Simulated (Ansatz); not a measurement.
# Y on W(100): change of the work function, part 3 of 4

Wanted: Δφ(θ) for Y/W(100), starting from the hollow site.

Ansatz 0.2.0; plane-wave DFT, PBE, Ansatz PAW.

So far, work function, upper face (eV): step 2 (the clean slab) 4.14.

### Step 3. Adsorbate added, k-mesh 4×4×1, coverage 0.111 ML (continued)

Running mean over 1.58 Å of the planar mean; the ramp of the sawtooth is left out. Electron's electrostatic potential energy less the Fermi level against z:

z (Å), electron's electrostatic potential energy less the Fermi level (eV) and a bar from the least value:
```
      3.5        4.2 ##############################
      4.0        4.2 ##############################
      4.5        4.2 ##############################
      5.0        4.2 ##############################
      5.5        4.2 ##############################
      6.0        4.1 ##############################
      6.5        4.0 ##############################
      7.0        3.4 #############################
      7.5        1.7 ##########################
      8.0       -2.6 ##################
      8.5       -8.0 #########
      9.0      -11.3 ####
      9.5      -12.1 ##
     10.0      -12.3 ##
     10.5      -12.5 ##
     11.0      -12.6 #
     11.5      -12.6 #
     12.0      -12.6 #
     12.5      -12.3 ##
     13.0      -12.2 ##
     13.5      -12.4 ##
     14.0      -13.1 #
     14.5      -13.4 
     15.0      -12.7 #
     15.5      -10.5 #####
     16.0       -6.1 ############
     16.5       -1.4 ####################
     17.0        1.0 #########################
     17.5        1.9 ##########################
     18.0        2.6 ###########################
     18.5        3.1 ############################
     19.0        3.3 ############################
     19.5        3.3 ############################
     20.0        3.4 #############################
     20.5        3.4 #############################
     21.0        3.4 #############################
     21.5        3.4 #############################
     22.0        3.4 #############################
     22.5        3.4 #############################
     23.0        3.4 #############################
     23.5        3.4 #############################
```

The relaxation took 15 steps and lowered the energy by 2.2 eV; the largest force on the free atoms ends at 0.0033 eV/Å.

The covered face has 3.37 eV, -0.77 eV against the clean one; the bare back face has moved by -0.02 eV, a measure of how thin the slab is.

### Step 4. The covered slab, k-mesh 6×6×1, coverage 0.25 ML

System of this step: YW20 (Y/W(100)). The cell holds 21 atoms: 20 W and 1 Y. Cell: a = 6.320 Å, b = 6.320 Å, c = 27.089 Å, α = 90.0°, β = 90.0°, γ = 90.0°. Vacuum lies along c.

Another coverage, to see how the dipoles act on each other as their distance changes.

input.yaml

```yaml
crystal:
  lattice:
    - [6.32, 0.0, 0.0]
    - [0.0, 6.32, 0.0]
    - [0.0, 0.0, 27.0894077909]
  atoms:
    - { symbol: W, position: [0.0, 0.0, 0.3322331765] }
    - { symbol: W, position: [0.25, 0.25, 0.3905585563] }
    - { symbol: W, position: [0.0, 0.0, 0.4488532444] }
    - { symbol: W, position: [0.25, 0.25, 0.5095639611] }
    - { symbol: W, position: [0.0, 0.0, 0.5623676402] }
    - { symbol: W, position: [0.0, 0.5, 0.3322331765] }
    - { symbol: W, position: [0.25, 0.75, 0.3905585563] }
    - { symbol: W, position: [0.0, 0.5, 0.4488532444] }
    - { symbol: W, position: [0.25, 0.75, 0.5095639611] }
    - { symbol: W, position: [0.0, 0.5, 0.5623676402] }
    - { symbol: W, position: [0.5, 0.0, 0.3322331765] }
    - { symbol: W, position: [0.75, 0.25, 0.3905585563] }
    - { symbol: W, position: [0.5, 0.0, 0.4488532444] }
    - { symbol: W, position: [0.75, 0.25, 0.5095639611] }
    - { symbol: W, position: [0.5, 0.0, 0.5623676402] }
    - { symbol: W, position: [0.5, 0.5, 0.3322331765] }
    - { symbol: W, position: [0.75, 0.75, 0.3905585563] }
    - { symbol: W, position: [0.5, 0.5, 0.4488532444] }
    - { symbol: W, position: [0.75, 0.75, 0.5095639611] }
    - { symbol: W, position: [0.5, 0.5, 0.5623676402] }
    - { symbol: "Y", position: [0.25, 0.25, 0.6677668235] }
kpoints:
  mp_grid: { grid: [6, 6, 1] }
hamiltonian:
  xc: pbe
scf:
  occupations: { method: fermi_dirac, width: 0.1 }
  convergence: { dr2_threshold: 1.0e-08 }
efield:
  axis: 3
  dipole_correction: true
  ramp_position: 0.97
  ramp_width: 0.06
relax:
  f_tol: 0.02
  max_steps: 60
  constraints: [{ sites: [0, 1, 5, 6, 10, 11, 15, 16] }]
output:
  dos: { projected: true, e_range: [-8, 4] }
  write_potential: true
  write_density: true
  volumetric_format: npy
  elf: true
```

Run with:

```bash
> ansatz run input.yaml --threads 4 --pin off --max-ram 16384MiB --backend cpu --events-out ev --progress --plain --runs-dir out
```

Numbers of over 12 decimals in the logs are rounded to 6 here.

Log:

```text
[...]
Crystal: 21 atoms, lattice volume = 1082.016 Å³
Basis set: ecut = 420 eV, 21191 PW (Γ), exchange–correlation on 90×90×384 points (8 copies of the dense FFT grid, shifted against one another)
Bands: 175, of which v1, the nominal top of the filled ones, is band 146 counted from 1 (145 counted from 0)
Symmetry: 8 space group operations
[...]
k-points: 10 of 36
[...]
SCF iter   1: F=—  HF=-211524.690501 eV  |F-HF|=—  |Δ(HF+E_count)|=         —  Δρ=1.18e-2  dr2=4.53e1  ethr=1.77e-3  p=0.596 e·Å  D=9.97e-2 V/Å  ΔV_dip=-2.70 eV  dr2_dipole=2.99e1  V_vac-E_F(+/−)=1.83/4.53 eV  ⟨swp⟩=10.0  Hψ=8826  notcnv=0
[...]
SCF iter  12: F=-211524.063387 eV  HF=-211524.063387 eV  |F-HF|=8.15e-10  |Δ(HF+E_count)|=   4.37e-9  Δρ=1.99e-7  dr2=1.24e-9  ethr=3.44e-12  p=0.348 e·Å  D=5.83e-2 V/Å  ΔV_dip=-1.58 eV  dr2_dipole=2.49e-11  V_vac-E_F(+/−)=2.67/4.25 eV  ⟨swp⟩=10.0  Hψ=11212  notcnv=0
SCF 1 converged in 12 iterations: F = -211524.063387 eV  dr2 = 1.24e-9
[...]
relax step   1: F+E_penalty+E_count = -211524.06338718 eV  Δ(F+E_penalty+E_count) = +0.000e0 eV  max|allowed force component| = 2.696e0 eV/Å  Δτ_max = 0.0000 Å  (12 SCF iters, accepted)
[...]
SCF iter  10: F=-211524.740701 eV  HF=-211524.740701 eV  |F-HF|=4.37e-10  |Δ(HF+E_count)|=   1.14e-8  Δρ=4.04e-7  dr2=4.20e-9  ethr=1.09e-12  p=0.377 e·Å  D=6.31e-2 V/Å  ΔV_dip=-1.71 eV  dr2_dipole=4.37e-10  V_vac-E_F(+/−)=2.53/4.24 eV  ⟨swp⟩=11.2  Hψ=12759  notcnv=0
SCF 2 converged in 10 iterations: F = -211524.740701 eV  dr2 = 4.20e-9
[...]
relax step   2: F+E_penalty+E_count = -211524.74070094 eV  Δ(F+E_penalty+E_count) = -6.773e-1 eV  max|allowed force component| = 2.665e0 eV/Å  Δτ_max = 0.1991 Å  (10 SCF iters, accepted)
[...]
SCF iter  10: F=-211525.268115 eV  HF=-211525.268115 eV  |F-HF|=9.60e-10  |Δ(HF+E_count)|=   1.05e-8  Δρ=3.52e-7  dr2=3.46e-9  ethr=1.30e-12  p=0.388 e·Å  D=6.49e-2 V/Å  ΔV_dip=-1.76 eV  dr2_dipole=2.93e-10  V_vac-E_F(+/−)=2.48/4.23 eV  ⟨swp⟩=10.2  Hψ=11616  notcnv=0
SCF 3 converged in 10 iterations: F = -211525.268115 eV  dr2 = 3.46e-9
relax step   3: F+E_penalty+E_count = -211525.26811525 eV  Δ(F+E_penalty+E_count) = -5.274e-1 eV  max|allowed force component| = 2.319e0 eV/Å  Δτ_max = 0.1951 Å  (10 SCF iters, accepted)
[...]
relax step   4: F+E_penalty+E_count = -211525.68290007 eV  Δ(F+E_penalty+E_count) = -4.148e-1 eV  max|allowed force component| = 1.650e0 eV/Å  Δτ_max = 0.1973 Å  (10 SCF iters, accepted)
[...]
relax step   5: F+E_penalty+E_count = -211525.94292151 eV  Δ(F+E_penalty+E_count) = -2.600e-1 eV  max|allowed force component| = 8.180e-1 eV/Å  Δτ_max = 0.2000 Å  (9 SCF iters, accepted)
[...]
relax step   6: F+E_penalty+E_count = -211526.01078249 eV  Δ(F+E_penalty+E_count) = -6.786e-2 eV  max|allowed force component| = 1.733e-1 eV/Å  Δτ_max = 0.1606 Å  (10 SCF iters, accepted)
[...]
relax step   7: F+E_penalty+E_count = -211526.01365615 eV  Δ(F+E_penalty+E_count) = -2.874e-3 eV  max|allowed force component| = 4.855e-2 eV/Å  Δτ_max = 0.0145 Å  (8 SCF iters, accepted)
[...]
relax step   8: F+E_penalty+E_count = -211526.01411665 eV  Δ(F+E_penalty+E_count) = -4.605e-4 eV  max|allowed force component| = 3.430e-2 eV/Å  Δτ_max = 0.0063 Å  (8 SCF iters, accepted)
SCF iter   1: F=—  HF=-211526.014064 eV  |F-HF|=—  |Δ(HF+E_count)|=         —  Δρ=9.56e-5  dr2=5.81e-4  ethr=1.51e-6  p=0.348 e·Å  D=5.83e-2 V/Å  ΔV_dip=-1.58 eV  dr2_dipole=1.33e-4  V_vac-E_F(+/−)=2.66/4.23 eV  ⟨swp⟩=2.0  Hψ=2563  notcnv=0
[...]
SCF iter   6: F=-211526.014215 eV  HF=-211526.014215 eV  |F-HF|=3.93e-9  |Δ(HF+E_count)|=   1.89e-8  Δρ=4.10e-7  dr2=5.80e-9  ethr=3.44e-12  p=0.348 e·Å  D=5.82e-2 V/Å  ΔV_dip=-1.58 eV  dr2_dipole=8.95e-10  V_vac-E_F(+/−)=2.66/4.23 eV  ⟨swp⟩=11.3  Hψ=13032  notcnv=0
SCF 9 converged in 6 iterations: F = -211526.014215 eV  dr2 = 5.80e-9
relax step   9: F+E_penalty+E_count = -211526.01421467 eV  Δ(F+E_penalty+E_count) = -9.802e-5 eV  max|allowed force component| = 3.427e-3 eV/Å  Δτ_max = 0.0036 Å  (6 SCF iters, accepted)
[...]
SCF converged after 6 iterations
Free energy (F): -211526.014215 eV
[...]
Internal energy: -211525.255940 eV  (E = F + TS)
E sigma→0 (E₀):  -211525.635077 eV
Entropy (-TS):   -0.758275 eV (-36.108 meV/atom)
Fermi energy:    4.597744 eV
Dipole field:    D = 0.058214 V/Å  (p = 0.348095 e·Å, saw-weighted, corrected)
Work function:   Φ+ = 2.6574 eV   Φ− = 4.2344 eV
[...]
--- Forces (eV/Å), atoms counted from 1 ---
  atom   1  W      0.01407363     0.01407363     1.24969944
  atom   2  W      0.00000000     0.00000000    -1.27170391
  atom   3  W      0.00191741     0.00191741     0.00041894
  atom   4  W      0.00000000     0.00000000    -0.00030972
  atom   5  W      0.00136637     0.00136637     0.00085148
  atom   6  W      0.01407363    -0.01407363     1.24969944
  atom   7  W     -0.00000000     0.00000000    -1.20797265
  atom   8  W      0.00191741    -0.00191741     0.00041894
  atom   9  W     -0.00000000     0.00000000    -0.00051785
  atom  10  W      0.00136637    -0.00136637     0.00085148
  atom  11  W     -0.01407363     0.01407363     1.24969944
  atom  12  W      0.00000000     0.00000000    -1.20797265
  atom  13  W     -0.00191741     0.00191741     0.00041894
  atom  14  W      0.00000000     0.00000000    -0.00051785
  atom  15  W     -0.00136637     0.00136637     0.00085148
  atom  16  W     -0.01407363    -0.01407363     1.24969944
  atom  17  W      0.00000000     0.00000000    -1.31276756
  atom  18  W     -0.00191741    -0.00191741     0.00041894
  atom  19  W      0.00000000     0.00000000     0.00133469
  atom  20  W     -0.00136637    -0.00136637     0.00085148
  atom  21  Y     -0.00000000     0.00000000    -0.00342745
  max |Σ_I F_I| component: 2.45e-5 eV/Å
--- Band table (eV; the first three rows and the last of 10) ---
  k-point 0: bands = [... 142 lower, 4.5727, 4.6058, 4.6286, 4.7601, 4.7601, 4.7601, 5.0920, 5.4943, ... 25 higher]
  k-point 1: bands = [... 142 lower, 4.5163, 4.6295, 4.6812, 4.7119, 4.8054, 5.1495, 5.2554, 5.3109, ... 25 higher]
  k-point 2: bands = [... 142 lower, 4.4391, 4.5500, 4.6551, 4.8430, 4.9144, 4.9163, 4.9926, 5.0218, ... 25 higher]
  k-point 9: bands = [... 142 lower, 4.3230, 4.3230, 4.3845, 4.3857, 4.3857, 4.3868, 4.4214, 4.4992, ... 25 higher]
--- Relaxed structure (9 steps of the walk, 9 accepted, 0 SCFs on fresh bases) ---
  F+E_penalty+E_count = -211526.01421467 eV   max|allowed force component| = 3.427e-3 eV/Å
  atoms:
    - { symbol: W, position: [0.0, 0.0, 0.3322331765] }
    - { symbol: W, position: [0.250000, 0.250000, 0.3905585563] }
    - { symbol: W, position: [0.000748566, 0.000748566, 0.449027] }
    - { symbol: W, position: [0.250000, 0.250000, 0.510708] }
    - { symbol: W, position: [-0.0082686, -0.0082686, 0.563614] }
    - { symbol: W, position: [0.0, 0.500000, 0.3322331765] }
    - { symbol: W, position: [0.250000, 0.750000, 0.3905585563] }
    - { symbol: W, position: [0.000748566, 0.499251, 0.449027] }
    - { symbol: W, position: [0.250000, 0.750000, 0.509228] }
    - { symbol: W, position: [-0.0082686, 0.508269, 0.563614] }
    - { symbol: W, position: [0.500000, 0.0, 0.3322331765] }
    - { symbol: W, position: [0.750000, 0.250000, 0.3905585563] }
    - { symbol: W, position: [0.499251, 0.000748566, 0.449027] }
    - { symbol: W, position: [0.750000, 0.250000, 0.509228] }
    - { symbol: W, position: [0.508269, -0.0082686, 0.563614] }
    - { symbol: W, position: [0.500000, 0.500000, 0.3322331765] }
    - { symbol: W, position: [0.750000, 0.750000, 0.3905585563] }
    - { symbol: W, position: [0.499251, 0.499251, 0.449027] }
    - { symbol: W, position: [0.750000, 0.750000, 0.507759] }
    - { symbol: W, position: [0.508269, 0.508269, 0.563614] }
    - { symbol: Y, position: [0.250000, 0.250000, 0.633063] }
```

It took 5.5 min on 4 threads of AMD EPYC 9R14 (Zen 4), shared host; peak memory 4.6 GiB.

Relaxation path:

```
step  energy less that of the first step (eV)  largest force component (eV/Å)
   1                                   0.0000                          2.6955
   2                                  -0.6773                          2.6648
   3                                  -1.2047                          2.3191
   4                                  -1.6195                          1.6497
   5                                  -1.8795                          0.8180
   6                                  -1.9474                          0.1733
   7                                  -1.9503                          0.0485
   8                                  -1.9507                          0.0343
   9                                  -1.9508                          0.0034
```

The run keeps the 8 symmetry operations that it works with, so distortions that break them were not tested.

The atoms that moved most (Å):

```
atom      dx      dy      dz  length
 Y21   0.000   0.000  -0.940   0.940
 W20   0.052   0.052   0.034   0.081
 W15   0.052  -0.052   0.034   0.081
 W10  -0.052   0.052   0.034   0.081
  W5  -0.052  -0.052   0.034   0.081
 W19   0.000   0.000  -0.049   0.049
  W4   0.000   0.000   0.031   0.031
  W9   0.000   0.000  -0.009   0.009
```

The relaxed structure:

```
W Y
1.0
     6.32000    0.00000    0.00000
     0.00000    6.32000    0.00000
     0.00000    0.00000   27.08941
W Y
20 1
Direct
  0.00000 0.00000 0.33223
  0.25000 0.25000 0.39056
  0.00075 0.00075 0.44903
  0.25000 0.25000 0.51071
  0.99173 0.99173 0.56361
  0.00000 0.50000 0.33223
  0.25000 0.75000 0.39056
  0.00075 0.49925 0.44903
  0.25000 0.75000 0.50923
  0.99173 0.50827 0.56361
  0.50000 0.00000 0.33223
  0.75000 0.25000 0.39056
  0.49925 0.00075 0.44903
  0.75000 0.25000 0.50923
  0.50827 0.99173 0.56361
  0.50000 0.50000 0.33223
  0.75000 0.75000 0.39056
  0.49925 0.49925 0.44903
  0.75000 0.75000 0.50776
  0.50827 0.50827 0.56361
  0.25000 0.25000 0.63306
```

Numbers from this step:

```
energy at zero smearing        : -211525.6351 eV
work function, upper face      : 2.657 eV
dipole along the normal        : 0.3481 e·Å
step between the vacuum levels : -1.577 eV
```

The density of states has structure finer than the step of the table below, so its rows give means over 0.25 eV, whole bins alone (the curve runs from -8 to 1.98 eV). Peaks (eV: height): -3.970: 54.8, -3.010: 42.7, -2.500: 44.4, -2.380: 38.3, -0.450: 52.2, 1.290: 42.9, 1.560: 45.1.

The density of states by energy, zero at the Fermi level; means over each step:

```
energy (eV)  density of states (states/eV a cell)
      -7.75                                  1.30
      -7.50                                  1.34
      -7.25                                  1.39
      -7.00                                  1.93
      -6.75                                  4.04
      -6.50                                  2.69
      -6.25                                  4.25
      -6.00                                  6.40
      -5.75                                  6.46
      -5.50                                  10.8
      -5.25                                  12.5
      -5.00                                  15.4
      -4.75                                  14.0
      -4.50                                  13.9
      -4.25                                  20.4
      -4.00                                  32.2
      -3.75                                  14.0
      -3.50                                  12.5
      -3.25                                  11.7
      -3.00                                  30.7
      -2.75                                  27.1
      -2.50                                  27.9
      -2.25                                  29.9
      -2.00                                  21.2
      -1.75                                  27.3
      -1.50                                  22.3
      -1.25                                  20.8
      -1.00                                  14.5
      -0.75                                  18.3
      -0.50                                  28.7
      -0.25                                  23.1
       0.00                                  24.0
       0.25                                  18.6
       0.50                                  15.7
       0.75                                  20.3
       1.00                                  22.9
       1.25                                  28.2
       1.50                                  24.8
       1.75                                  25.9
```

Projected DOS per atom over height of the atomic layer and energy from the Fermi level. Layers: W4 W4 W4 W4 W4 Y from below.

Ten even steps from '_' (0.00 states/eV) to '@' (2.20 states/eV), each cell a mean:
```
**++====--@@
%%==++--==++
++::==::++**
++..::..==**
@@..::::**##
%%::..--##**
==::..::++==
++------++==
++==++==**--
##++**++##..
==##++##==__
::==--==::__
::==----::__
++**++**++..
::--==--::__
..--++--..__
__::--::____
__......____
____________
____________
____________
____________
```
Columns: height of the atomic layer (Å) from 9 to 17.1 (not evenly spaced); rows upwards: energy from the Fermi level (eV) from -7.96 to 1.95.

Valence density in the ca plane at fractional y = 0.250, with atoms of W and Y within 0.2 Å of it. It is the smooth field of the valence electrons, not physical close to the nuclei.

Values in e/Å³, 9 rows by 16 columns, each cell a mean:
```
0.2 0.3 0.5 0.3 0.3 0.5 0.4 0.2 0.1 0.0 0.0 0.0 0.0 0.0 0.0 0.0
0.1 0.8 4.0 0.9 0.4 3.5 1.7 0.2 0.1 0.0 0.0 0.0 0.0 0.0 0.0 0.0
0.1 0.9 4.5 1.1 0.4 4.0 2.1 0.1 0.0 0.0 0.0 0.0 0.0 0.0 0.0 0.0
0.2 0.4 0.9 0.4 0.3 0.9 0.5 0.2 0.1 0.0 0.0 0.0 0.0 0.0 0.0 0.0
0.2 0.3 0.3 0.3 0.3 0.3 0.3 0.2 0.2 0.1 0.0 0.0 0.0 0.0 0.0 0.0
0.1 0.5 1.9 0.5 0.3 1.6 0.9 0.2 0.8 1.1 0.1 0.0 0.0 0.0 0.0 0.0
0.1 1.1 4.9 1.3 0.4 4.2 2.6 0.2 2.1 2.9 0.2 0.0 0.0 0.0 0.0 0.0
0.1 0.6 2.8 0.7 0.3 2.5 1.3 0.2 1.1 1.7 0.1 0.0 0.0 0.0 0.0 0.0
0.2 0.3 0.3 0.3 0.3 0.3 0.3 0.2 0.2 0.1 0.0 0.0 0.0 0.0 0.0 0.0
```
Columns run along c (16.0 Å, from fractional 0.30 to 0.89 of the cell), rows up along a (6.3 Å). Atoms in or near the plane, at fractional coordinates: W at (0.39, 0.25), W at (0.51, 0.25), W at (0.39, 0.75), W at (0.51, 0.75), Y at (0.63, 0.25).

Electrostatic potential energy in the ca plane at fractional y = 0.250, with atoms of W and Y within 0.2 Å of it. With pseudopotentials it is smooth inside the atoms' cores, unlike the true potential.

Values in eV, 9 rows by 16 columns, each cell a mean:
```
  6   4  -6   3   4  -4   1   7   8   7   7   7   8   8   8   8
  8  -9 -49 -11  -1 -45 -22   7   9   9   8   8   8   8   8   8
  8 -12 -54 -14  -2 -50 -27   7   9   9   8   8   8   8   8   8
  6   2 -14   1   4 -12  -2   7   8   8   7   8   8   8   8   8
  5   5   3   5   5   3   5   6   5   3   6   7   7   8   8   8
  7  -1 -27  -3   3 -23 -10   6 -13 -21   2   6   7   8   8   8
  8 -14 -57 -17  -2 -52 -32   4 -36 -48  -2   6   7   8   8   8
  7  -4 -38  -6   2 -33 -16   5 -20 -30   1   6   7   8   8   8
  6   5   1   4   5   2   4   6   3   1   5   7   7   8   8   8
```
Columns run along c (16.0 Å, from fractional 0.30 to 0.89 of the cell; values clipped at the 3rd and 97th percentile), rows up along a (6.3 Å). Atoms in or near the plane, at fractional coordinates: W at (0.39, 0.25), W at (0.51, 0.25), W at (0.39, 0.75), W at (0.51, 0.75), Y at (0.63, 0.25).

ELF in the ca plane at fractional y = 0.250, with atoms of W and Y within 0.2 Å of it. It is the smooth field of the valence electrons, not physical close to the nuclei.

Values, 9 rows by 16 columns, each cell a mean:
```
0.41 0.41 0.25 0.41 0.44 0.26 0.35 0.41 0.46 0.27 0.12 0.05 0.01 0.00 0.00 0.00
0.40 0.34 0.55 0.35 0.33 0.53 0.41 0.34 0.26 0.17 0.06 0.01 0.00 0.00 0.00 0.00
0.39 0.34 0.49 0.35 0.30 0.49 0.42 0.32 0.23 0.14 0.05 0.01 0.00 0.00 0.00 0.00
0.41 0.39 0.29 0.38 0.43 0.29 0.34 0.40 0.43 0.28 0.12 0.04 0.01 0.00 0.00 0.00
0.41 0.45 0.30 0.46 0.45 0.32 0.41 0.46 0.38 0.14 0.10 0.09 0.03 0.00 0.00 0.00
0.40 0.37 0.42 0.36 0.40 0.40 0.35 0.42 0.44 0.63 0.12 0.08 0.05 0.01 0.00 0.00
0.37 0.33 0.42 0.35 0.27 0.43 0.43 0.24 0.66 0.71 0.23 0.06 0.06 0.01 0.00 0.00
0.40 0.35 0.52 0.35 0.37 0.48 0.39 0.37 0.52 0.73 0.15 0.08 0.06 0.01 0.00 0.00
0.41 0.43 0.27 0.44 0.45 0.29 0.39 0.47 0.33 0.18 0.09 0.09 0.04 0.01 0.00 0.00
```
Columns run along c (16.0 Å, from fractional 0.30 to 0.89 of the cell), rows up along a (6.3 Å). Atoms in or near the plane, at fractional coordinates: W at (0.39, 0.25), W at (0.51, 0.25), W at (0.39, 0.75), W at (0.51, 0.75), Y at (0.63, 0.25).

The relaxation took 9 steps and lowered the energy by 2.0 eV; the largest force on the free atoms ends at 0.0034 eV/Å.

By hand: a sheet of dipoles makes a step −p/(ε₀A) in the electron's potential. With e/ε₀ = 180.95 V·Å, p = 0.3481 e·Å and A = 39.94 Å², that is −180.95 × (0.3481) / 39.94 = -1.577 eV, and the two vacuum levels of the run differ by -1.577 eV.

The covered face has 2.66 eV, -1.48 eV against the clean one; the bare back face has moved by -0.02 eV, a measure of how thin the slab is.

[end of part 3 of 4]

[Logs are printed without paths, hosts, clocks, repeated set-up lines and the standing remarks that a program may print on its own settings, such as how far it seeks lower states.]

[Hosts, paths, dates, database ids (printed as entryN), source tags and the programs' standing remarks are cut or masked in the printed files.]

[Maps of the electrostatic potential energy from Ansatz leave out the sawtooth potential of an applied field or a dipole correction, so their vacuum need not be flat; planar profiles and work functions include it.]

[The density of states shown here was stored with 400 of the rows of the run's finer table, so its peaks can read low, often by over a quarter, or be missed, and its means over a window can be off by a tenth or more.]
